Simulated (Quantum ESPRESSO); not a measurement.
## NiCl2: spin-resolved density of states

Wanted: the exchange-split electronic structure of NiCl2.

Method: LDA; plane waves with GBRV 1.5 LDA potentials, no spin-orbit coupling, in Quantum ESPRESSO 7.5.

The database entry behind the starting cell differs from later determinations by our own check (an axis about 1.8 % long against later determinations), so it need not match the best structure at ambient conditions.

### 1. Set-up

It takes space group R-3m (No. 166, trigonal). Conventional cell: a = 3.543 Å, b = 3.543 Å, c = 17.335 Å, α = 90.00°, β = 90.00°, γ = 120.00°. Nearest to Ni lie 6 Cl at 2.50 Å. Cl has 3 Ni at 2.50 Å nearest. Farther neighbours and most contacts between anions are not listed.

The cell comes from the Crystallography Open Database.

### 2. Ground-state run

This state came out lowest in a comparison of starts that is told elsewhere.

pw.in

```
&CONTROL
  calculation = 'scf'
  prefix = 'pwscf'
  outdir = './tmp'
  pseudo_dir = './pseudo'
  disk_io = 'low'
/
&SYSTEM
  ibrav = 0
  celldm(1) = 8
  nat = 6
  ntyp = 3
  ecutwfc = 40
  ecutrho = 280
  nbnd = 47
  occupations = 'smearing'
  smearing = 'fd'
  degauss = 0.00367493
  nspin = 2
  starting_magnetization(1) = 0.1111
  starting_magnetization(2) = -0.1111
  starting_magnetization(3) = 0
/
&ELECTRONS
  conv_thr = 1.2d-08
  electron_maxstep = 150
  mixing_beta = 0.3
/
ATOMIC_SPECIES
Ni1    58.6934 ni_lda_v1.4.uspp.F.UPF
Ni2    58.6934 ni_lda_v1.4.uspp.F.UPF
Cl     35.4500 cl_lda_v1.4.uspp.F.UPF
CELL_PARAMETERS alat
   0.8369124574436    0.4831916326077    2.7298668641832
   0.0000000000000    0.4831916326077    2.7298668641832
   0.4184562287218   -0.2415958162802    2.7298668641832
ATOMIC_POSITIONS crystal
Ni1     0.0000000000    0.0000000000    0.0000000000
Ni2     0.5000000000    0.0000000000    0.0000000000
Cl      0.8750000000    0.2500000000    0.2500000000
Cl      0.3750000000    0.2500000000    0.2500000000
Cl      0.6250000000    0.7500000000    0.7500000000
Cl      0.1250000000    0.7500000000    0.7500000000
K_POINTS automatic
3 6 6 0 0 0
```

The run is started by

```bash
> OMP_NUM_THREADS=1 mpirun -n 4 pw.x -nk 4 -in pw.in > pw.out
```

Log:

```text
Program PWSCF v.7.5 starts

     Message from routine setup:
     using ibrav=0 with symmetry is DISCOURAGED, use correct ibrav instead

     K-points division:     npool     =       4
     Subspace diagonalization in iterative solution of the eigenvalue problem:

     bravais-lattice index     =            0
     lattice parameter (alat)  =       8.0000  a.u.
     unit-cell volume          =     847.8170 (a.u.)^3
     number of atoms/cell      =            6
     number of atomic types    =            3
     number of electrons       =        64.00
     number of Kohn-Sham states=           47
     kinetic-energy cutoff     =      40.0000  Ry
     charge density cutoff     =     280.0000  Ry
     scf convergence threshold =      1.2E-08
     mixing beta               =       0.3000
     number of iterations used =            8  plain     mixing
     Exchange-correlation=  SLA  PZ   NOGX NOGC
                           (   1   1   0   0   0   0   0)

     celldm(1)=   8.000000  celldm(2)=   0.000000  celldm(3)=   0.000000
     celldm(4)=   0.000000  celldm(5)=   0.000000  celldm(6)=   0.000000

     crystal axes: (cart. coord. in units of alat)
               a(1) = (   0.836912   0.483192   2.729867 )
               a(2) = (   0.000000   0.483192   2.729867 )
               a(3) = (   0.418456  -0.241596   2.729867 )

     reciprocal axes: (cart. coord. in units 2 pi/alat)
               b(1) = (  1.194868  0.689857 -0.122106 )
               b(2) = ( -1.194868  0.689857  0.244212 )
               b(3) = (  0.000000 -1.379715  0.244212 )

     PseudoPot. # 1 for Ni read from file:
     ni_lda_v1.4.uspp.F.UPF
     Pseudo is Ultrasoft + core correction, Zval = 18.0

     PseudoPot. # 2 for Ni read from file:
     ni_lda_v1.4.uspp.F.UPF
     Pseudo is Ultrasoft + core correction, Zval = 18.0

     PseudoPot. # 3 for Cl read from file:
     cl_lda_v1.4.uspp.F.UPF
     Pseudo is Ultrasoft + core correction, Zval =  7.0

     atomic species   valence    mass     pseudopotential
     Ni1              18.00    58.69340     Ni( 1.00)
     Ni2              18.00    58.69340     Ni( 1.00)
     Cl                7.00    35.45000     Cl( 1.00)

     Starting magnetic structure
     atomic species   magnetization
     Ni1             0.111
     Ni2            -0.111
     Cl              0.000

     12 Sym. Ops., with inversion, found

   Cartesian axes

     site n.     atom                  positions (alat units)
         1        Ni1    tau(   1) = (   0.0000000   0.0000000   0.0000000  )
         2        Ni2    tau(   2) = (   0.4184562   0.2415958   1.3649334  )
         3        Cl     tau(   3) = (   0.8369125   0.4831916   3.7535669  )
         4        Cl     tau(   4) = (   0.4184562   0.2415958   2.3886335  )
         5        Cl     tau(   5) = (   0.8369125   0.4831916   5.8009671  )
         6        Cl     tau(   6) = (   0.4184562   0.2415958   4.4360337  )

     number of k points=    16  Fermi-Dirac smearing, width (Ry)=  0.0037
                       cart. coord. in units 2pi/alat
        k(    1) = (   0.0000000   0.0000000   0.0000000), wk =   0.0092593
        k(    2) = (   0.0000000  -0.2299525   0.0407020), wk =   0.0555556
        k(    3) = (   0.0000000  -0.4599049   0.0814041), wk =   0.0555556
        k(    4) = (   0.0000000   0.6898574  -0.1221061), wk =   0.0277778
        k(    5) = (  -0.1991447  -0.1149762   0.0814041), wk =   0.0555556
        [... 11 further k-points ...]

     Dense  grid:    67119 G-vectors     FFT dimensions: ( 125, 120, 120)

     Smooth grid:    29097 G-vectors     FFT dimensions: (  96,  90,  90)

     Check: negative core charge=   -0.000006
     Generating pointlists ...
     new r_m :   0.2440 (alat units)  1.9521 (a.u.) for type    1
     new r_m :   0.2440 (alat units)  1.9521 (a.u.) for type    2
     new r_m :   0.2440 (alat units)  1.9521 (a.u.) for type    3

     Initial potential from superposition of free atoms

     starting charge      60.0000, renormalised to      64.0000

     negative rho (up, down):  3.189E-02 3.189E-02
     Starting wfcs are   42 randomized atomic wfcs +    5 random wfcs

     Self-consistent Calculation

     iteration #  1     ecut=    40.00 Ry     beta= 0.30
     Davidson diagonalization with overlap
     ethr =  1.00E-02,  avg # of iterations =  6.2

     negative rho (up, down):  3.081E-02 3.081E-02

     total energy              =    -791.49684341 Ry
     estimated scf accuracy    <      73.77099869 Ry

     total magnetization       =     0.00 Bohr mag/cell
     absolute magnetization    =     1.49 Bohr mag/cell

     iteration #  2     ecut=    40.00 Ry     beta= 0.30
     Davidson diagonalization with overlap
     ethr =  1.00E-02,  avg # of iterations =  3.0

     negative rho (up, down):  2.928E-02 2.928E-02

     total energy              =    -818.73007945 Ry
     estimated scf accuracy    <      50.94554318 Ry

     total magnetization       =     0.00 Bohr mag/cell
     absolute magnetization    =     0.24 Bohr mag/cell

     [... further iterations left out ...]

     iteration # 18     ecut=    40.00 Ry     beta= 0.30
     Davidson diagonalization with overlap
     ethr =  2.83E-10,  avg # of iterations =  4.0

     negative rho (up, down):  2.865E-02 2.864E-02

     total energy              =    -819.71122533 Ry
     estimated scf accuracy    <       0.00000003 Ry

     total magnetization       =    -0.00 Bohr mag/cell
     absolute magnetization    =     4.02 Bohr mag/cell

     iteration # 19     ecut=    40.00 Ry     beta= 0.30
     Davidson diagonalization with overlap
     ethr =  3.95E-11,  avg # of iterations =  2.5

     negative rho (up, down):  2.865E-02 2.864E-02

     Magnetic moment per site  (integrated on atomic sphere of radius R)
     atom   1 (R=0.244)  charge= 16.3827  magn=  1.4364
     atom   2 (R=0.244)  charge= 16.3828  magn= -1.4363
     atom   3 (R=0.244)  charge=  5.4058  magn= -0.2226
     atom   4 (R=0.244)  charge=  5.4057  magn=  0.2226
     atom   5 (R=0.244)  charge=  5.4057  magn=  0.2226
     atom   6 (R=0.244)  charge=  5.4058  magn= -0.2226

     End of self-consistent calculation

     [... lines left out ...]
     the Fermi energy is     4.8347 ev

!    total energy              =    -819.71122528 Ry
     estimated scf accuracy    <          3.9E-09 Ry
     smearing contrib. (-TS)   =      -0.00001804 Ry
     internal energy E=F+TS    =    -819.71120724 Ry

     The total energy is F=E-TS. E is the sum of the following terms:
     one-electron contribution =    -725.25505161 Ry
     hartree contribution      =     382.70459403 Ry
     xc contribution           =    -107.25507167 Ry
     ewald contribution        =    -369.90567799 Ry

     total magnetization       =    -0.00 Bohr mag/cell
     absolute magnetization    =     4.02 Bohr mag/cell

     convergence has been achieved in  19 iterations

=------------------------------------------------------------------------------=
   JOB DONE.
=------------------------------------------------------------------------------=
```

The job ended after 7.3 min (4 MPI ranks of Arm Neoverse V1, shared host; peak memory 1.4 GiB; 29 min of CPU time).

Spin moment in the atom's sphere by atom:

```tsv
atom	spin moment in the atom's sphere (μB)
Ni1	1.44
Ni2	-1.44
Cl3	-0.22
Cl4	0.22
Cl5	0.22
Cl6	-0.22
```

This step gave:

| Property | Result |
| --- | --- |
| smearing term TS | 2.45e-4 eV |
| magnetization | 0 μB |
| absolute magnetization | 4.025 μB |
| final state | antiferromagnetic |

### 3. Post-processing

projwfc.in

```
&PROJWFC
  prefix = 'pwscf'
  outdir = './tmp'
  filpdos = 'pdos'
  ngauss = 0
  degauss = 0.01
  DeltaE = 0.05
  Emin = -4.17
  Emax = 9.83
/
```

The run is started by

```bash
> OMP_NUM_THREADS=1 mpirun -n 4 projwfc.x -nk 4 -in projwfc.in > projwfc.out
```

Log:

```text
[banner, memory and clock lines left out]
Program PROJWFC v.7.5 starts

     [... lines left out ...]
     IMPORTANT: XC functional enforced from input :
     Exchange-correlation= PZ
                           (   1   1   0   0   0   0   0)
     Any further DFT definition will be discarded
     Please, verify this is what you really want

     G-vector sticks info

     Check: negative core charge=   -0.000006

     negative rho (up, down):  2.865E-02 2.864E-02

     Gaussian broadening (read from input): ngauss,degauss=   0    0.010000

     Calling projwave ....

  Problem Sizes
  natomwfc =           42
  nbnd     =           47
  nkstot   =           32
  npwx     =         3654
  nkb      =          108

     Atomic states used for projection
     (read from pseudopotential files):

     state #   1: atom   1 (Ni1), wfc  1 (l=0 m= 1)
     state #   2: atom   1 (Ni1), wfc  2 (l=1 m= 1)
     state #   3: atom   1 (Ni1), wfc  2 (l=1 m= 2)
     state #   4: atom   1 (Ni1), wfc  2 (l=1 m= 3)
     state #   5: atom   1 (Ni1), wfc  3 (l=2 m= 1)
     state #   6: atom   1 (Ni1), wfc  3 (l=2 m= 2)
     state #   7: atom   1 (Ni1), wfc  3 (l=2 m= 3)
     state #   8: atom   1 (Ni1), wfc  3 (l=2 m= 4)
     state #   9: atom   1 (Ni1), wfc  3 (l=2 m= 5)
     state #  10: atom   1 (Ni1), wfc  4 (l=0 m= 1)
     state #  11: atom   1 (Ni1), wfc  5 (l=1 m= 1)
     state #  12: atom   1 (Ni1), wfc  5 (l=1 m= 2)
     state #  13: atom   1 (Ni1), wfc  5 (l=1 m= 3)
     state #  14: atom   2 (Ni2), wfc  1 (l=0 m= 1)
     state #  15: atom   2 (Ni2), wfc  2 (l=1 m= 1)
     state #  16: atom   2 (Ni2), wfc  2 (l=1 m= 2)
     state #  17: atom   2 (Ni2), wfc  2 (l=1 m= 3)
     state #  18: atom   2 (Ni2), wfc  3 (l=2 m= 1)
     state #  19: atom   2 (Ni2), wfc  3 (l=2 m= 2)
     state #  20: atom   2 (Ni2), wfc  3 (l=2 m= 3)
     state #  21: atom   2 (Ni2), wfc  3 (l=2 m= 4)
     state #  22: atom   2 (Ni2), wfc  3 (l=2 m= 5)
     state #  23: atom   2 (Ni2), wfc  4 (l=0 m= 1)
     state #  24: atom   2 (Ni2), wfc  5 (l=1 m= 1)
     state #  25: atom   2 (Ni2), wfc  5 (l=1 m= 2)
     state #  26: atom   2 (Ni2), wfc  5 (l=1 m= 3)
     state #  27: atom   3 (Cl ), wfc  1 (l=0 m= 1)
     state #  28: atom   3 (Cl ), wfc  2 (l=1 m= 1)
     state #  29: atom   3 (Cl ), wfc  2 (l=1 m= 2)
     state #  30: atom   3 (Cl ), wfc  2 (l=1 m= 3)
     state #  31: atom   4 (Cl ), wfc  1 (l=0 m= 1)
     state #  32: atom   4 (Cl ), wfc  2 (l=1 m= 1)
     state #  33: atom   4 (Cl ), wfc  2 (l=1 m= 2)
     state #  34: atom   4 (Cl ), wfc  2 (l=1 m= 3)
     state #  35: atom   5 (Cl ), wfc  1 (l=0 m= 1)
     state #  36: atom   5 (Cl ), wfc  2 (l=1 m= 1)
     state #  37: atom   5 (Cl ), wfc  2 (l=1 m= 2)
     state #  38: atom   5 (Cl ), wfc  2 (l=1 m= 3)
     state #  39: atom   6 (Cl ), wfc  1 (l=0 m= 1)
     state #  40: atom   6 (Cl ), wfc  2 (l=1 m= 1)
     state #  41: atom   6 (Cl ), wfc  2 (l=1 m= 2)
     state #  42: atom   6 (Cl ), wfc  2 (l=1 m= 3)

 [... projections of the bands left out ...]

Lowdin Charges:

     Atom #   1: total charge =  17.9690, s =  2.4899, p =  6.9954, d =  8.4836,
                 spin up      =   9.6958, s =  1.2442,
                 spin up      =   9.6958, p =  3.4953, pz=  1.1690, px=  1.1631, py=  1.1631,
                 spin up      =   9.6958, d =  4.9563, dz2=  0.9904, dxz=  0.9924, dyz=  0.9924, dx2-y2=  0.9905, dxy=  0.9905,
                 spin down    =   8.2732, s =  1.2457,
                 spin down    =   8.2732, p =  3.5002, pz=  1.1695, px=  1.1653, py=  1.1653,
                 spin down    =   8.2732, d =  3.5274, dz2=  0.9721, dxz=  0.5148, dyz=  0.5148, dx2-y2=  0.7629, dxy=  0.7629,
                 polarization =   1.4226, s = -0.0014, p = -0.0049, d =  1.4289,
     Atom #   2: total charge =  17.9690, s =  2.4899, p =  6.9954, d =  8.4837,
                 spin up      =   8.2732, s =  1.2457,
                 spin up      =   8.2732, p =  3.5002, pz=  1.1695, px=  1.1653, py=  1.1653,
                 spin up      =   8.2732, d =  3.5274, dz2=  0.9721, dxz=  0.5148, dyz=  0.5148, dx2-y2=  0.7629, dxy=  0.7629,
                 spin down    =   9.6957, s =  1.2442,
                 spin down    =   9.6957, p =  3.4952, pz=  1.1690, px=  1.1631, py=  1.1631,
                 spin down    =   9.6957, d =  4.9563, dz2=  0.9904, dxz=  0.9924, dyz=  0.9924, dx2-y2=  0.9905, dxy=  0.9905,
                 polarization =  -1.4225, s =  0.0014, p =  0.0049, d = -1.4289,
     Atom #   3: total charge =   6.9583, s =  1.8516, p =  5.1068, d =  0.0000,
                 spin up      =   3.3400, s =  0.9233,
                 spin up      =   3.3400, p =  2.4167, pz=  0.8206, px=  0.7981, py=  0.7981,
                 spin up      =   3.3400, d =  0.0000, dz2=  0.0000, dxz=  0.0000, dyz=  0.0000, dx2-y2=  0.0000, dxy=  0.0000,
                 spin down    =   3.6183, s =  0.9283,
                 spin down    =   3.6183, p =  2.6901, pz=  0.9068, px=  0.8916, py=  0.8916,
                 spin down    =   3.6183, d =  0.0000, dz2=  0.0000, dxz=  0.0000, dyz=  0.0000, dx2-y2=  0.0000, dxy=  0.0000,
                 polarization =  -0.2783, s = -0.0050, p = -0.2733, d =  0.0000,
     Atom #   4: total charge =   6.9583, s =  1.8515, p =  5.1068, d =  0.0000,
                 spin up      =   3.6183, s =  0.9283,
                 spin up      =   3.6183, p =  2.6900, pz=  0.9068, px=  0.8916, py=  0.8916,
                 spin up      =   3.6183, d =  0.0000, dz2=  0.0000, dxz=  0.0000, dyz=  0.0000, dx2-y2=  0.0000, dxy=  0.0000,
                 spin down    =   3.3400, s =  0.9233,
                 spin down    =   3.3400, p =  2.4167, pz=  0.8206, px=  0.7981, py=  0.7981,
                 spin down    =   3.3400, d =  0.0000, dz2=  0.0000, dxz=  0.0000, dyz=  0.0000, dx2-y2=  0.0000, dxy=  0.0000,
                 polarization =   0.2783, s =  0.0050, p =  0.2733, d =  0.0000,
     Atom #   5: total charge =   6.9583, s =  1.8515, p =  5.1068, d =  0.0000,
                 spin up      =   3.6183, s =  0.9283,
                 spin up      =   3.6183, p =  2.6900, pz=  0.9068, px=  0.8916, py=  0.8916,
                 spin up      =   3.6183, d =  0.0000, dz2=  0.0000, dxz=  0.0000, dyz=  0.0000, dx2-y2=  0.0000, dxy=  0.0000,
                 spin down    =   3.3400, s =  0.9233,
                 spin down    =   3.3400, p =  2.4167, pz=  0.8206, px=  0.7981, py=  0.7981,
                 spin down    =   3.3400, d =  0.0000, dz2=  0.0000, dxz=  0.0000, dyz=  0.0000, dx2-y2=  0.0000, dxy=  0.0000,
                 polarization =   0.2783, s =  0.0050, p =  0.2733, d =  0.0000,
     Atom #   6: total charge =   6.9583, s =  1.8516, p =  5.1068, d =  0.0000,
                 spin up      =   3.3400, s =  0.9233,
                 spin up      =   3.3400, p =  2.4167, pz=  0.8206, px=  0.7981, py=  0.7981,
                 spin up      =   3.3400, d =  0.0000, dz2=  0.0000, dxz=  0.0000, dyz=  0.0000, dx2-y2=  0.0000, dxy=  0.0000,
                 spin down    =   3.6183, s =  0.9283,
                 spin down    =   3.6183, p =  2.6901, pz=  0.9068, px=  0.8916, py=  0.8916,
                 spin down    =   3.6183, d =  0.0000, dz2=  0.0000, dxz=  0.0000, dyz=  0.0000, dx2-y2=  0.0000, dxy=  0.0000,
                 polarization =  -0.2783, s = -0.0050, p = -0.2733, d =  0.0000,
     Spilling Parameter:   0.0036
```

Run time: 2.5 s. Hardware: 4 MPI ranks; peak memory 0.65 GiB; 9.8 s of CPU time.

The density of states has structure finer than the step of the table below, so its rows give means over 0.5 eV, whole bins alone (the curve runs from -9.00 to 5.05 eV). Peaks (eV: height): up -3.70: 5.65, -2.95: 6.3, -1.60: 5.86, -0.55: 8.74; down -3.70: 5.65, -2.95: 6.3, -1.60: 5.86, -0.55: 8.74; Ni1 d up -3.75: 2.09, -1.65: 4.32, -0.90: 2.22; Ni1 d down -2.90: 1.16, -0.50: 6.28, 0.55: 3.78; Ni2 d up -2.90: 1.16, -0.50: 6.29, 0.55: 3.78.

Gaussian broadening of 0.136 eV on the SCF mesh. Table of density of states by energy, zero at the Fermi level; means over each step; 7 of 10 lines; values in states/eV/cell:

```tsv
energy (eV)	up	down	Ni1 d up	Ni1 d down	Ni2 d up	Ni2 d down	Cl3 p up
-6.0	1.3e-4	1.3e-4	6.9e-6	0	0	6.9e-6	7.8e-6
-5.5	0.262	0.262	0.0133	0.00218	0.00217	0.0133	0.0217
-5.0	2.25	2.25	0.0851	0.0343	0.0343	0.0851	0.330
-4.5	3.70	3.70	0.249	0.0617	0.0617	0.249	0.642
-4.0	3.20	3.20	0.833	0.0803	0.0803	0.832	0.419
-3.5	3.91	3.91	0.946	0.165	0.165	0.946	0.473
-3.0	5.51	5.51	0.450	0.736	0.736	0.450	1.33
-2.5	3.82	3.82	0.379	0.298	0.299	0.379	0.952
-2.0	4.01	4.01	2.68	0.0740	0.0740	2.68	0.362
-1.5	3.32	3.32	2.37	0.0217	0.0217	2.37	0.0963
-1.0	4.00	4.01	1.19	1.51	1.51	1.19	0.0359
-0.5	5.96	5.96	0.695	4.02	4.02	0.695	0.155
0.0	0.0799	0.0798	0.00133	0.0609	0.0609	0.00134	0.00696
0.5	3.67	3.67	0.00777	2.57	2.57	0.00778	0.502
1.0	0.291	0.290	4.3e-4	0.198	0.199	4.3e-4	0.0436
1.5	0	0	0	0	0	0	0
2.0	0	0	0	0	0	0	0
2.5	0	0	0	0	0	0	0
3.0	3.1e-4	3.1e-4	0	0	0	0	6.4e-6
3.5	0.0331	0.0331	1.6e-5	0	0	1.6e-5	9.2e-4
4.0	0.161	0.161	2.4e-4	1.5e-4	1.5e-4	2.4e-4	0.00405
4.5	1.06	1.06	0.00109	0.00120	0.00120	0.00109	0.0283
```

### 4. Summary of results

```
state                      : antiferromagnetic
largest moment in a sphere : 1.44 μB
```

**Reading.** Distinct peaks of the density of states (up) stand at -3.70, -2.95, -1.60, -0.55 and 0.55 eV; the one at -0.555 eV is strongest. These are Kohn–Sham states without spin–orbit coupling, on the mesh of the self-consistent run. The moments are opposed on like sites, so the totals of the two spins are equal and the projections on single atoms show the splitting. No Hubbard term acts here. In such compounds local and semilocal functionals without one often delocalise the d electrons, and can shrink or lose moments and miss the size, sign and order of the couplings.

[Logs and program files are shortened in this print: banners, set-up blocks, solver, clock and traceback lines can be left out without a mark of their own.]

[Logs are printed without paths, hosts, clocks, repeated set-up lines and the standing remarks that a program may print on its own settings, such as how far it seeks lower states.]

[Hosts, paths, dates, database ids (printed as entryN), source tags and the programs' standing remarks are cut or masked in the printed files.]

[Where a cell is said to come from a database of computed structures, the database is the Materials Project.]
